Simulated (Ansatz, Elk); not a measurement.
# Bonding as seen by X-rays: NaSrSCl

The structure of NaSrSCl used here is made up (a known structure type with other elements) and was relaxed beforehand with PBE. The aim is the Fourier transform of its all-electron density, F(hkl), set beside the sum over free spherical atoms that refinements use.

Calculated with Elk 11.2.3 (patched build); DFT, PBE, all-electron APW+lo, Dirac cores, scalar-relativistic bands, static density, no spin.

The structure was built from a prototype and need not be the compound's stable phase.

## (1) Starting point

It takes space group P4/nmm (No. 129, tetragonal). The conventional cell has a = 4.504 Å, b = 4.504 Å, c = 10.064 Å, α = 90.00°, β = 90.00°, γ = 90.00°. Nearest to Sr lie 4 Cl at 2.91 Å and 4 S at 3.52 Å. Nearest to Cl lie 4 Sr at 2.91 Å. Nearest to S lie 4 Na at 2.81 Å and 4 Sr at 3.52 Å. Nearest to Na lie 4 S at 2.81 Å. Farther neighbours and most contacts between anions are not listed.

## (2) Ground state and structure factors

An all-electron density is needed, since X-rays see the cores too. Task 0 finds the density and task 195 Fourier-transforms it; tshift is off so that phases refer to the origin typed.

elk.in

```
tasks
  0
  195

xctype
  20

spinpol
  .false.

rgkmax
  7.0

gmaxvr
  14.0

lmaxo
  7

lmaxapw
  8

swidth
  0.002

tshift
  .false.

ramdisk
  .false.

hmaxvr
  5.5

maxscl
  120

epspot
  1e-06

sppath
  './'

avec
  8.51191585518 0.00000000000 -0.00000000000
  0.00000000000 8.51191585518 -0.00000000000
  -0.00000000000 -0.00000000000 19.01754120966

atoms
  4
  'Sr.in'
  2
  0.5000000000 -0.0000000000 0.1829236354   0.000000 0.000000 0.000000
  -0.0000000000 0.5000000000 0.8170763646   0.000000 0.000000 0.000000
  'Cl.in'
  2
  -0.0000000000 -0.0000000000 0.0000000000   0.000000 0.000000 0.000000
  0.5000000000 0.5000000000 -0.0000000000   0.000000 0.000000 0.000000
  'S.in'
  2
  0.5000000000 0.0000000000 0.6677960892   0.000000 0.000000 0.000000
  0.0000000000 0.5000000000 0.3322039108   0.000000 0.000000 0.000000
  'Na.in'
  2
  0.0000000000 0.0000000000 0.5000000000   0.000000 0.000000 0.000000
  0.5000000000 0.5000000000 0.5000000000   0.000000 0.000000 0.000000

ngridk
  5 5 3
```

The run is started by

```bash
> OMP_NUM_THREADS=4 elk
```

Numbers of over 12 decimals in the logs are rounded to 6 here.

The program printed:

```text
┌─────────────────────────┐
│ Elk code version 11.2.3 │
└─────────────────────────┘

All units are atomic (Hartree, Bohr, etc.)

┌─────────────────────────────────────────────────┐
│ Ground-state run starting from atomic densities │
└─────────────────────────────────────────────────┘

Lattice vectors :
   8.511915855       0.000000000      -0.000000000
   0.000000000       8.511915855      -0.000000000
  -0.000000000      -0.000000000       19.01754121

Reciprocal lattice vectors :
  0.7381634657       0.000000000       0.000000000
   0.000000000      0.7381634657       0.000000000
   0.000000000       0.000000000      0.3303889413

Unit cell volume      :    1377.872427
Brillouin zone volume :   0.1800240781

Muffin-tin inner radius fraction :   0.1000000000E-01

Nuclei treated as point charges

Species : 1 (Sr)
 parameters loaded from : Sr.in
 name : strontium
 nuclear charge    :   -38.00000000
 electronic charge :    38.00000000
 atomic mass :    159721.4892
 muffin-tin radius :    2.600000000
 number of radial points in muffin-tin :   1193
 inner part over the whole radius :   0.9909106339E-02
 number on inner part of muffin-tin    :    847
 approximate nuclear radius :   0.8067967193E-04
 number of mesh points to nuclear radius :    415
 atomic positions (lattice), magnetic fields (Cartesian) :
  1 :   0.50000000  0.00000000  0.18292364    0.00000000  0.00000000  0.00000000
  2 :   0.00000000  0.50000000 -0.18292364    0.00000000  0.00000000  0.00000000

Species : 2 (Cl)
 parameters loaded from : Cl.in
 name : chlorine
 nuclear charge    :   -17.00000000
 electronic charge :    17.00000000
 atomic mass :    64626.86550
 muffin-tin radius :    2.200000000
 number of radial points in muffin-tin :    793
 inner part over the whole radius :   0.9992010025E-02
 number on inner part of muffin-tin    :    555
 approximate nuclear radius :   0.6305718926E-04
 number of mesh points to nuclear radius :    253
 atomic positions (lattice), magnetic fields (Cartesian) :
  1 :   0.00000000  0.00000000  0.00000000    0.00000000  0.00000000  0.00000000
  2 :   0.50000000  0.50000000  0.00000000    0.00000000  0.00000000  0.00000000

Species : 3 (S)
 parameters loaded from : S.in
 name : sulphur
 nuclear charge    :   -16.00000000
 electronic charge :    16.00000000
 atomic mass :    58450.91931
 muffin-tin radius :    2.200000000
 number of radial points in muffin-tin :    793
 inner part over the whole radius :   0.9890556315E-02
 number on inner part of muffin-tin    :    554
 approximate nuclear radius :   0.6195814986E-04
 number of mesh points to nuclear radius :    251
 atomic positions (lattice), magnetic fields (Cartesian) :
  1 :   0.50000000  0.00000000 -0.33220391    0.00000000  0.00000000  0.00000000
  2 :   0.00000000  0.50000000  0.33220391    0.00000000  0.00000000  0.00000000

Species : 4 (Na)
 parameters loaded from : Na.in
 name : sodium
 nuclear charge    :   -11.00000000
 electronic charge :    11.00000000
 atomic mass :    41907.78703
 muffin-tin radius :    2.200000000
 number of radial points in muffin-tin :    793
 inner part over the whole radius :   0.9883648912E-02
 number on inner part of muffin-tin    :    551
 approximate nuclear radius :   0.5574345702E-04
 number of mesh points to nuclear radius :    238
 atomic positions (lattice), magnetic fields (Cartesian) :
  1 :   0.00000000  0.00000000  0.50000000    0.00000000  0.00000000  0.00000000
  2 :   0.50000000  0.50000000  0.50000000    0.00000000  0.00000000  0.00000000

Total number of atoms per unit cell :    8
Total muffin-tin volume :    414.8577819
 ratio of muffin-tin to unit cell volume :   0.3010857709

Spin treatment :
 spin-unpolarised

Number of Bravais lattice symmetries :   16
Number of crystal symmetries         :   16
Crystal has no inversion symmetry
Complex Hermitian eigensolver will be used

k-point grid :      5     5     3
k-point offset :    0.000000000       0.000000000       0.000000000
[...]
correlation                 :     -7.154028
 electron entropic           :    -0.49697211294446E-11
 total energy                :     -8410.3844662740

Density of states at Fermi energy :   0.4999717307E-07
 (states/Hartree/unit cell)

Estimated indirect band gap :   0.1295128469
 from k-point 1 to k-point 1
Estimated direct band gap   :   0.1295128469
 at k-point 1

Charges :
 core                        :    100.0000000
 valence                     :    64.00000000
 interstitial                :    10.97079739
 muffin-tins (core leakage)
  species : 1 (Sr)
[...]
species : 2 (Cl)
[...]
species : 3 (S)
[...]
species : 4 (Na)
[...]
total in muffin-tins        :    153.0292026
 total calculated charge     :    163.9994639
 total charge                :    164.0000000
 error                       :   0.5360755064E-03

RMS change in Kohn-Sham potential (target) :   0.5203709558     (  0.1000000000E-05)
Absolute change in total energy (target)   :    2.578172660     (  0.1000000000E-03)

[... loops 3 to 14 left out ...]

┌──────────────────┐
│ Loop number : 15 │
└──────────────────┘

Energies :
 Fermi                       :     0.125302
 sum of occupied eigenvalues :     -4886.0733695654
 electron kinetic            :      8605.3977295576
 core electron kinetic       :      8347.1851300003
 Coulomb                     :     -16664.734282462
 Coulomb potential           :     -13040.790516067
 nuclear-nuclear             :     -933.35656831472
 electron-nuclear            :     -18438.694504365
 Hartree                     :      2707.3167902184
 Madelung                    :     -10144.339024428
 xc potential                :     -450.68058305555
 exchange                    :     -339.94912720584
 correlation                 :     -7.157234
 electron entropic           :    -0.49276610232597E-11
 total energy                :     -8406.4429136316

Density of states at Fermi energy :   0.5005904691E-07
 (states/Hartree/unit cell)

Estimated indirect band gap :   0.9744387039E-01
 from k-point 1 to k-point 1
Estimated direct band gap   :   0.9744387039E-01
 at k-point 1

Charges :
 core                        :    100.0000000
 valence                     :    64.00000000
 interstitial                :    11.53663356
 muffin-tins (core leakage)
  species : 1 (Sr)
[...]
species : 2 (Cl)
[...]
species : 3 (S)
[...]
species : 4 (Na)
[...]
total in muffin-tins        :    152.4633664
 total calculated charge     :    163.9994707
 total charge                :    164.0000000
 error                       :   0.5293424154E-03

RMS change in Kohn-Sham potential (target) :   0.7892475125E-07 (  0.1000000000E-05)
Absolute change in total energy (target)   :   0.5815170880E-04 (  0.1000000000E-03)

Convergence targets achieved

┌──────────────────┐
│ Loop number : 16 │
└──────────────────┘

Energies :
 Fermi                       :     0.125302
 sum of occupied eigenvalues :     -4886.0733663717
 electron kinetic            :      8605.3977310097
 core electron kinetic       :      8347.1851305123
 Coulomb                     :     -16664.734280134
 Coulomb potential           :     -13040.790515282
 nuclear-nuclear             :     -933.35656831472
 electron-nuclear            :     -18438.694500463
 Hartree                     :      2707.3167886435
 Madelung                    :     -10144.339022493
 xc potential                :     -450.68058209957
 exchange                    :     -339.94912712086
 correlation                 :     -7.157234
 electron entropic           :    -0.49276643579470E-11
 total energy                :     -8406.4429097609

Density of states at Fermi energy :   0.5005906422E-07
 (states/Hartree/unit cell)

Estimated indirect band gap :   0.9744390143E-01
 from k-point 1 to k-point 1
Estimated direct band gap   :   0.9744390143E-01
 at k-point 1

Charges :
 core                        :    100.0000000
 valence                     :    64.00000000
 interstitial                :    11.53663357
 muffin-tins (core leakage)
  species : 1 (Sr)
[...]
species : 2 (Cl)
[...]
species : 3 (S)
[...]
atom 2                    :    14.47097681     (  0.6938925058E-04)
  species : 4 (Na)
   atom 1                    :    10.07936074     ( -0.9715865401E-07)
   atom 2                    :    10.07936074     ( -0.9715865401E-07)
 total in muffin-tins        :    152.4633664
 total calculated charge     :    163.9994707
 total charge                :    164.0000000
 error                       :   0.5293424411E-03

┌──────────────────────────────┐
│ Self-consistent loop stopped │
└──────────────────────────────┘

Wrote STATE.OUT
```

It took 77 s on 4 threads of Arm Neoverse V1, shared host; peak memory 0.31 GiB; 3.1 min of CPU time.

SFACRHO.OUT:

```text

h k l indices transformed by vhmat matrix:
   1.000000000       0.000000000       0.000000000    
   0.000000000       1.000000000       0.000000000    
   0.000000000       0.000000000       1.000000000    

      h      k      l  multipl.   |H|            Re(F)            Im(F)           |F|

      0      0      0      1   0.0000000       164.00000      0.91036774E-16   164.00000    
      0      0      1      2  0.33038894       26.743165      0.13072527E-14   26.743165    
      0      0     -2      2  0.66077788      -10.339328      0.46617001E-14   10.339328    
      0      1      0      4  0.73816347       0.0000000      0.75694725E-14  0.75694725E-14
      1      0     -1      4  0.80872873      0.59755691E-14   37.109869       37.109869    
      0      1     -1      4  0.80872873     -0.35853415E-14  -37.109869       37.109869    
      1      0     -2      4  0.99071323      0.59755691E-14   70.486972       70.486972    
     -1      0      2      4  0.99071323      0.59755691E-14  -70.486972       70.486972    
      0      0      3      2  0.99116682      -26.309644      0.59756941E-14   26.309644    
      1     -1      0      4   1.0439208      -44.065050      0.33561458E-14   44.065050    
     -1      1     -1      8   1.0949555      -4.7309471     -0.46502304E-14   4.7309471    
     -1      1      2      8   1.2354748       94.793358     -0.53245359E-14   94.793358    
     -1      0     -3      4   1.2358386      0.23902276E-14  -18.124752       18.124752    
      0     -1     -3      4   1.2358386      0.23902276E-14   18.124752       18.124752    
      0      0      4      2   1.3215558       23.398914     -0.36023557E-14   23.398914    
     -1      1     -3      8   1.4395077       41.646094     -0.76843441E-14   41.646094    
     -2      0      0      4   1.4763269       117.98197      0.14209590E-13   117.98197    
     -2      0      1      4   1.5128444       20.028966      0.23155877E-14   20.028966
```

Elk indexes on the primitive cell of elk.in and gives |H| = 4π sin θ/λ in inverse bohr. Below, one row stands for each form hkl of the conventional cell (m members, Friedel mates merged), F is for one primitive cell and the density is static (no thermal factor). Free-atom factors are Waasmaier and Kirfel's, and R is Σm||F|−|F'||/Σm|F|.

```tsv
hkl	m	sin θ/λ (Å⁻¹)	abs F, DFT	neutral atoms	diff.	abs of complex diff.
001	2	0.050	26.743	26.709	+0.034	0.034
002	2	0.099	10.339	10.383	-0.043	0.043
100	4	0.111	0.000	0.000	+0.000	0.000
101	8	0.122	37.110	37.546	-0.436	0.436
102	8	0.149	70.487	69.757	+0.730	0.730
003	2	0.149	26.310	27.002	-0.693	0.693
110	4	0.157	44.065	43.861	+0.204	0.204
111	8	0.165	4.731	5.244	-0.513	0.513
112	8	0.186	94.793	94.443	+0.350	0.350
103	8	0.186	18.125	17.978	+0.146	0.146
004	2	0.199	23.399	23.285	+0.114	0.114
113	8	0.216	41.646	41.300	+0.346	0.346
200	4	0.222	117.982	117.992	-0.010	0.010
201	8	0.228	20.029	19.805	+0.224	0.224
104	8	0.228	75.481	75.587	-0.106	0.106
202	8	0.243	10.692	10.736	-0.044	0.044
210	8	0.248	0.000	0.000	+0.000	0.000
005	2	0.248	43.601	43.518	+0.083	0.083
```

## (3) The highest occupied states alone

An energy window below the Fermi level keeps the highest occupied states, to see at which angles they scatter; shallow core shells can lie inside it and anion s states outside. No new self-consistency is needed.

Changes to elk.in since step 2:

```diff
@@ -1,3 +1,2 @@
 tasks
-  0
   195
@@ -40,2 +39,5 @@
 
+wsfac
+  -0.425940 0.425300
+
 sppath
```

The run is started by

```bash
> OMP_NUM_THREADS=4 elk
```

The program printed:

```text
┌─────────────────────────────────┐
│ Elk code version 11.2.3 started │
└─────────────────────────────────┘

Info(readinput): the functional depends on the density's gradient
 muffin-tin radial points multiplied by    2.00000
 (not where nrmtscf is given)

┌────────────────────┐
│ Current task : 195 │
└────────────────────┘

Info(sfacrho): density structure factors written to SFACRHO.OUT

 Energy window :  -0.4259400000      0.4253000000

┌──────────────────┐
│ Elk code stopped │
└──────────────────┘
```

Wall time 34 s (4 threads); peak memory 0.23 GiB.

States within 15 eV below the Fermi level hold 28.72 electrons; any levels below the window count with the cores, and a count that is not whole means the window cuts a band. Their amplitudes can exceed the total, where window and core parts have opposite phase:

```tsv
hkl	sin θ/λ (Å⁻¹)	abs F, window	abs F, all
001	0.050	4.237	26.743
002	0.099	3.733	10.339
100	0.111	0.000	0.000
101	0.122	6.751	37.110
102	0.149	5.732	70.487
003	0.149	12.290	26.310
110	0.157	0.102	44.065
111	0.165	8.030	4.731
112	0.186	6.513	94.793
103	0.186	0.028	18.125
```

## (4) Another functional

The difference from free atoms is small, so it is set against the change that LDA (Perdew-Wang) makes.

Changes to elk.in since step 3:

```diff
@@ -1,2 +1,3 @@
 tasks
+  0
   195
@@ -4,3 +5,3 @@
 xctype
-  20
+  3
 
@@ -39,5 +40,2 @@
 
-wsfac
-  -0.425940 0.425300
-
 sppath
```

The run is started by

```bash
> OMP_NUM_THREADS=4 elk
```

The program printed:

```text
┌─────────────────────────┐
│ Elk code version 11.2.3 │
└─────────────────────────┘

All units are atomic (Hartree, Bohr, etc.)

┌─────────────────────────────────────────────────┐
│ Ground-state run starting from atomic densities │
└─────────────────────────────────────────────────┘

Lattice vectors :
   8.511915855       0.000000000      -0.000000000
   0.000000000       8.511915855      -0.000000000
  -0.000000000      -0.000000000       19.01754121

Reciprocal lattice vectors :
  0.7381634657       0.000000000       0.000000000
[...]
muffin-tins (core leakage)
  species : 1 (Sr)
[...]
species : 2 (Cl)
[...]
species : 3 (S)
[...]
species : 4 (Na)
   atom 1                    :    10.08352046     ( -0.1555072446E-05)
   atom 2                    :    10.08352046     ( -0.1555072446E-05)
 total in muffin-tins        :    152.3331342
 total calculated charge     :    163.9995183
 total charge                :    164.0000000
 error                       :   0.4816564411E-03

┌──────────────────────────────┐
│ Self-consistent loop stopped │
└──────────────────────────────┘

Wrote STATE.OUT
[key lines of the parts left out:]
total energy                :     -8392.6829601520
```

Elapsed: 53 s, on 4 threads; peak memory 0.27 GiB.

Against the first run R = 0.06 %; the largest change is +0.091 at 003.

## (5) Basis size

A smaller basis shows how fast F responds to it; the change is likely larger than the basis error of the first run, but doesn't show convergence.

Changes to elk.in since step 4:

```diff
@@ -5,3 +5,3 @@
 xctype
-  3
+  20
 
@@ -11,3 +11,3 @@
 rgkmax
-  7.0
+  5.5
```

The run is started by

```bash
> OMP_NUM_THREADS=4 elk
```

The program printed:

```text
┌─────────────────────────┐
│ Elk code version 11.2.3 │
└─────────────────────────┘

All units are atomic (Hartree, Bohr, etc.)

┌─────────────────────────────────────────────────┐
│ Ground-state run starting from atomic densities │
└─────────────────────────────────────────────────┘

Lattice vectors :
   8.511915855       0.000000000      -0.000000000
   0.000000000       8.511915855      -0.000000000
  -0.000000000      -0.000000000       19.01754121

Reciprocal lattice vectors :
  0.7381634657       0.000000000       0.000000000
[...]
muffin-tins (core leakage)
  species : 1 (Sr)
[...]
species : 2 (Cl)
[...]
species : 3 (S)
[...]
species : 4 (Na)
   atom 1                    :    10.07208011     ( -0.9715865268E-07)
   atom 2                    :    10.07208011     ( -0.9715865268E-07)
 total in muffin-tins        :    152.2715315
 total calculated charge     :    163.9993726
 total charge                :    164.0000000
 error                       :   0.6274359896E-03

┌──────────────────────────────┐
│ Self-consistent loop stopped │
└──────────────────────────────┘

Wrote STATE.OUT
[key lines of the parts left out:]
total energy                :     -8406.3426289837
```

Wall time 53 s (4 threads); peak memory 0.28 GiB.

Against the first run R = 0.04 %; the largest change is -0.070 at 200.

## (6) Settings against the effect

```tsv
run	R against the first run (%)	R against neutral atoms, low angle (%)	wall time
PBE, rgkmax 7	0.00	0.54	77 s
LDA (Perdew-Wang)	0.06	0.48	53 s
rgkmax 5.5	0.04	0.56	53 s
```

## (7) Summary of results

```
R against neutral atoms, sin θ/λ < 0.3 Å⁻¹ : 0.54 %
R against neutral atoms, 0.3 to 0.60 Å⁻¹   : 0.19 %
```

What this shows: Independent neutral atoms miss the calculated amplitudes by R = 0.54 % below 0.3 Å⁻¹ and 0.19 % from there to 0.60 Å⁻¹; by shells, 1.10 % below 0.15 Å⁻¹ (5 forms), 0.45 % 0.15 to 0.3 (20 forms), 0.17 % 0.3 to 0.45 (41 forms), 0.20 % above 0.45 (75 forms). Bonding, aspherical density and the tables' own atoms all enter these figures, and the runs don't part them. The largest change of an amplitude is +0.73 electrons, at 102. The window's part falls from 28.7 electrons at the origin to at most 0.52 between 0.45 and 0.60 Å⁻¹. Below 0.3 Å⁻¹ the changes that finished (LDA (Perdew-Wang) and rgkmax 5.5) move F by R = 0.08 % at most, against the 0.54 % that separates it from free atoms. The k-mesh has no finished test. Part of the difference isn't bonding: the tables are fits to free atoms and ions calculated by other methods than this functional. Thermal motion, anomalous dispersion and extinction are left out.

[Logs are printed without paths, hosts, clocks, repeated set-up lines and the standing remarks that a program may print on its own settings, such as how far it seeks lower states.]

[Hosts, paths, dates, database ids (printed as entryN), source tags and the programs' standing remarks are cut or masked in the printed files.]
